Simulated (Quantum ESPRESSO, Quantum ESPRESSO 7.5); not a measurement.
# Work function and surface energy of Ru(0001) against thickness

Wanted: a thickness series of Ru(0001), driven from Python.

Calculated with Quantum ESPRESSO 7.5; plane-wave DFT, PBE, GBRV ultrasoft pseudopotentials.

The experiments to compare with:

For Ru (polycrystalline sample, no single face), “Anisotropic work function of elemental crystals” (2019, arxiv:1902.07811) quotes earlier work: work function, loosely compared (polycrystalline sample, no single face) 4.7 eV.

The raw output is cut from this account; settings, times and results stay.

**1. Starting point**

The cell holds 8 atoms: 8 Ru. Its edges and angles: a = 2.700 Å, b = 2.700 Å, c = 29.969 Å, α = 90.0°, β = 90.0°, γ = 60.0°. It derives from Ru. Vacuum lies along c.

Structure file:

```
CELL_PARAMETERS angstrom
2.70000 0.00000 0.00000
1.35000 2.33827 0.00000
0.00000 0.00000 29.96880
ATOMIC_POSITIONS crystal
Ru 0.66667 0.66667 0.25026
Ru 0.00000 0.00000 0.32161
Ru 0.66667 0.66667 0.39297
Ru 0.00000 0.00000 0.46432
Ru 0.66667 0.66667 0.53568
Ru 0.00000 0.00000 0.60703
Ru 0.66667 0.66667 0.67839
Ru 0.00000 0.00000 0.74974
```

**2. Running the series**

ASE writes the inputs, starts pw.x and reads the results. Under ESM bc1 the zero of energy of a symmetric slab is the vacuum, so the work function is minus the Fermi level.

Input file run.py:

```python
import json
import numpy as np
from ase.build import hcp0001
from ase.calculators.espresso import Espresso, EspressoProfile

profile = EspressoProfile(command='mpirun -n 4 pw.x -nk 4', pseudo_dir='../pseudo')
pseudopotentials = {'Ru': 'ru_pbe_v1.2.uspp.F.UPF'}
system = {'ecutwfc': 40, 'ecutrho': 200, 'occupations': 'smearing', 'smearing': 'mv', 'degauss': 0.02}


def calculator(name, kpts, **extra):
    data = dict(control=dict(tprnfor=True, verbosity='high', disk_io='none'),
                system=system | extra,
                electrons=dict(conv_thr=1e-07, mixing_beta=0.4, mixing_mode='local-TF',
                               electron_maxstep=100))
    return Espresso(profile=profile, directory=name, pseudopotentials=pseudopotentials, kpts=kpts, input_data=data)


def centre(atoms):
    z = atoms.positions[:, 2]
    atoms.positions[:, 2] -= (z.max() + z.min()) / 2  # ESM wants the slab about z = 0
    return atoms


rows = []
for n in [2, 4, 6, 8]:
    slab = centre(hcp0001('Ru', size=(1, 1, n), a=2.7, c=4.2768, vacuum=7.5, periodic=True))
    slab.set_initial_magnetic_moments([0.0] * n)
    slab.calc = calculator(f'n{n}', (12, 12, 1), assume_isolated='esm', esm_bc='bc1')
    energy = slab.get_potential_energy()
    work = -slab.calc.get_fermi_level()
    force = slab.get_forces()[-1, 2]
    rows.append([n, energy, work, force])
    print(f'{n} layers: E = {energy:.5f} eV, work function {work:.3f} eV, force on the top atom {force:+.3f} eV/A')

n, energy = np.array(rows)[:, :2].T
slope, offset = np.polyfit(n[1:], energy[1:], 1)
area = np.linalg.norm(np.cross(*slab.cell[:2]))
gamma = offset / (2 * area) * 16.0218
print(f'bulk energy from the slope {slope:.5f} eV an atom; unrelaxed surface energy {gamma:.3f} J/m^2')
json.dump(dict(rows=rows, slope=slope, gamma=gamma), open('result.json', 'w'))
```

Command:

```
$ OMP_NUM_THREADS=1 python run.py
```

The job ended after 8.7 min (4 MPI ranks of Arm Neoverse N1, shared host; peak memory 0.75 GiB).

This step gave:

| Item | Value |
| --- | --- |
| surface energy | 2.680 J/m² |
| work function of the thickest slab | 5.089 eV |

The work function by layers:

| layers | work function (eV) |
| --- | --- |
| 2.00 | 5.08 |
| 4.00 | 5.11 |
| 6.00 | 5.08 |
| 8.00 | 5.09 |

The force on the top atom along the normal by layers:

| layers | force on the top atom along the normal (eV/Å) |
| --- | --- |
| 2.00 | -1.24 |
| 4.00 | -0.490 |
| 6.00 | -0.617 |
| 8.00 | -0.573 |

Table of energy less the bulk line's slope by layers:

| layers | energy less the bulk line's slope (meV) |
| --- | --- |
| 2.00 | 2117 |
| 4.00 | 2120 |
| 6.00 | 2097 |
| 8.00 | 2120 |

**3. Running the series: PBE, SG15 norm-conserving**

Level of this step: plane-wave DFT, PBE, SG15 norm-conserving pseudopotentials (Quantum ESPRESSO 7.5).

run.py, as its differences from the input of step 2:

```diff
@@ -6,4 +6,4 @@
 profile = EspressoProfile(command='mpirun -n 4 pw.x -nk 4', pseudo_dir='../pseudo')
-pseudopotentials = {'Ru': 'ru_pbe_v1.2.uspp.F.UPF'}
-system = {'ecutwfc': 40, 'ecutrho': 200, 'occupations': 'smearing', 'smearing': 'mv', 'degauss': 0.02}
+pseudopotentials = {'Ru': 'Ru_ONCV_PBE-1.2.upf'}
+system = {'ecutwfc': 60, 'ecutrho': 240, 'occupations': 'smearing', 'smearing': 'mv', 'degauss': 0.02}
```

Command:

```
$ OMP_NUM_THREADS=1 python run.py
```

It took 28 min on 4 MPI ranks; peak memory 0.98 GiB.

Numbers from this step:

- surface energy: 2.670 J/m²

The work function by layers:

| layers | work function (eV) |
| --- | --- |
| 2.00 | 5.08 |
| 4.00 | 5.12 |
| 6.00 | 5.08 |
| 8.00 | 5.09 |

The force on the top atom along the normal by layers:

| layers | force on the top atom along the normal (eV/Å) |
| --- | --- |
| 2.00 | -1.21 |
| 4.00 | -0.471 |
| 6.00 | -0.597 |
| 8.00 | -0.548 |

Table of energy less the bulk line's slope by layers:

| layers | energy less the bulk line's slope (meV) |
| --- | --- |
| 2.00 | 2107 |
| 4.00 | 2112 |
| 6.00 | 2088 |
| 8.00 | 2112 |

**4. The script, with ecutwfc = 10**

One more run, with a changed input.

Level of this step: plane-wave DFT, PBE, GBRV ultrasoft pseudopotentials (Quantum ESPRESSO 7.5).

run.py, as its differences from the input of step 2:

```diff
@@ -7,3 +7,3 @@
 pseudopotentials = {'Ru': 'ru_pbe_v1.2.uspp.F.UPF'}
-system = {'ecutwfc': 40, 'ecutrho': 200, 'occupations': 'smearing', 'smearing': 'mv', 'degauss': 0.02}
+system = {'ecutwfc': 10, 'ecutrho': 200, 'occupations': 'smearing', 'smearing': 'mv', 'degauss': 0.02}
 
@@ -14,3 +14,3 @@
                 electrons=dict(conv_thr=1e-07, mixing_beta=0.4, mixing_mode='local-TF',
-                               electron_maxstep=100))
+                               electron_maxstep=60))
     return Espresso(profile=profile, directory=name, pseudopotentials=pseudopotentials, kpts=kpts, input_data=data)
@@ -25,3 +25,3 @@
 rows = []
-for n in [2, 4, 6, 8]:
+for n in [2, 4, 6]:
     slab = centre(hcp0001('Ru', size=(1, 1, n), a=2.7, c=4.2768, vacuum=7.5, periodic=True))
```

Command:

```
$ OMP_NUM_THREADS=1 python run.py
```

It took 39 s on 4 MPI ranks; peak memory 0.41 GiB.

The run finished, but its numbers are not taken as the system's. The fault: a cutoff far too low.

Beside the run it was changed from:

| quantity | this run | unchanged run | difference |
| --- | --- | --- | --- |
| work function of the thickest slab (eV) | 9.370 | 5.089 | 4.3 |
| surface energy (J/m²) | 25.36 | 2.680 | 23 |
| wall time (s) | 39 | 521 |  |
| SCF iterations | 60 | 88 |  |

The changed run covers the first three points of the series alone, which enters its fits and its time.

Levels move by up to 4282 meV, so the change matters at the level of the results. The other quantities shown move by up to 8.5e+02 %.

**5. A check by hand**

γ = (E_N − N e_bulk)/(2A). The excess of the thickest slab is 2.120 eV and A = 6.313 Å²: 2.120/(2 × 6.313) × 16.02 = 2.69 J/m² (1 eV/Å² = 16.02 J/m²); the fit's intercept gives 2.68.

**6. What came out**

```json
{
  "work function of the thickest slab, PBE, GBRV ultrasoft": "5.09 eV",
  "unrelaxed surface energy, PBE, GBRV ultrasoft": "2.68 J/m²",
  "work function of the thickest slab, PBE, SG15 norm-conserving": "5.09 eV",
  "unrelaxed surface energy, PBE, SG15 norm-conserving": "2.67 J/m²"
}
```

What this shows: The thickest slab gives a work function of 5.09 eV and the series an unrelaxed surface energy of 2.68 J/m² (PBE, GBRV ultrasoft). The work function swings by 0.04 eV over 2 to 8 layers and by 0.01 eV over the last step; confined states crossing the Fermi level and the finite mesh both contribute. From 2 layers on it stays within 0.1 eV. The force on the top atom of the thickest slab points inwards (0.57 eV/Å). The slabs are cut from the bulk at the tabulated lattice constant and not relaxed; the surface energy comes from a straight line through the energies of all but the thinnest slab.

Computed beside measured:

| quantity | measured | PBE, GBRV | PBE, SG15 |
| --- | --- | --- | --- |
| work function, loosely compared (polycrystalline sample, no single face) (eV) | 4.7 | 5.09 (+0.39 eV) | 5.09 (+0.39 eV) |

Measured values from arxiv:1902.07811 (2019).

**Verdict.** For the work function of the polycrystal, of the levels listed nearest comes PBE, GBRV (+0.39 eV) and farthest PBE, SG15 (+0.39 eV). A polycrystal averages over faces, so this is a loose comparison.

[Long decimals in the printed logs are rounded to 6 places.]

[Logs are printed without paths, hosts, clocks, repeated set-up lines and the standing remarks that a program may print on its own settings, such as how far it seeks lower states.]

[Hosts, paths, dates, database ids (printed as entryN), source tags and the programs' standing remarks are cut or masked in the printed files.]

[Maps of the electrostatic potential energy from Ansatz leave out the sawtooth potential of an applied field or a dipole correction, so their vacuum need not be flat; planar profiles and work functions include it.]
